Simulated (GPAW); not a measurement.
The O K edge of atom 7 in Ti2MnO4 (Fd-3m), with 1 Mn at 2.04 Å and 3 Ti at 2.07 Å (distorted tetrahedral, site symmetry 3m), was computed in 2 ways: excited-electron core hole (neutral cell) and half core hole. Program and functional: GPAW, LDA + U, Gaussian full width 0.9 eV up to 4 eV, rising linearly to 3.5 eV at 25 eV; cells of 14 atoms.

Each run is counted from its own lowest empty level or Fermi level and scaled to a mean of 1 over its first 20 eV.

```
E (eV)  run 1  run 2
  -2.0   0.00   0.00
  -1.0   0.01   0.01
   0.0   0.65   0.74
   1.0   1.41   1.30
   2.0   1.37   0.88
   3.0   2.52   2.76
   4.0   0.66   0.89
   5.0   0.83   0.71
   6.0   0.87   0.89
   7.0   0.95   0.76
   8.0   1.19   0.97
   9.0   1.79   1.41
  10.0   1.42   1.79
  11.0   0.93   1.26
  12.0   0.71   0.87
  13.0   0.75   0.72
  14.0   0.85   0.76
  15.0   0.87   0.87
  16.0   0.75   0.84
  17.0   0.62   0.70
  18.0   0.49   0.53
  19.0   0.42   0.41
  20.0   0.47   0.39
  21.0   0.62   0.48
  22.0   0.76   0.59
  23.0   0.84   0.66
  24.0   0.88   0.70
  25.0   0.91   0.75
  26.0   0.93   0.80
  27.0   0.97   0.84
  28.0   1.07   0.91
  29.0   1.20   1.02
  30.0   1.29   1.15
  31.0   1.24   1.21
  32.0   1.06   1.12
```

Q: Which run is which?

Run 1: excited-electron core hole (neutral cell) (area from −2 to 6 eV 7.8, main maxima 0.9 eV (1.45), 2.9 eV (2.59), 5.6 eV (0.93) and 9.2 eV (1.84)). Run 2: half core hole (area from −2 to 6 eV 7.7, main maxima 0.8 eV (1.36), 3.0 eV (2.76), 6.1 eV (0.90) and 9.8 eV (1.82)). 

[Banner, clock and machine lines of the logs are left out without a mark of their own.]

[Logs are printed without paths, hosts, clocks, repeated set-up lines and the standing remarks that a program may print on its own settings, such as how far it seeks lower states.]

[Hosts, paths, dates, database ids (printed as entryN), source tags and the programs' standing remarks are cut or masked in the printed files.]

[Lists of maxima count a maximum above −3 eV only where it reaches 4 % of the highest in the window and stands out from its surroundings by 2 % of it (1.5 % where it reaches 55 %); shoulders and weaker maxima are passed over, and of the rest the first, up to two pre-edge ones and the few strongest are named.]
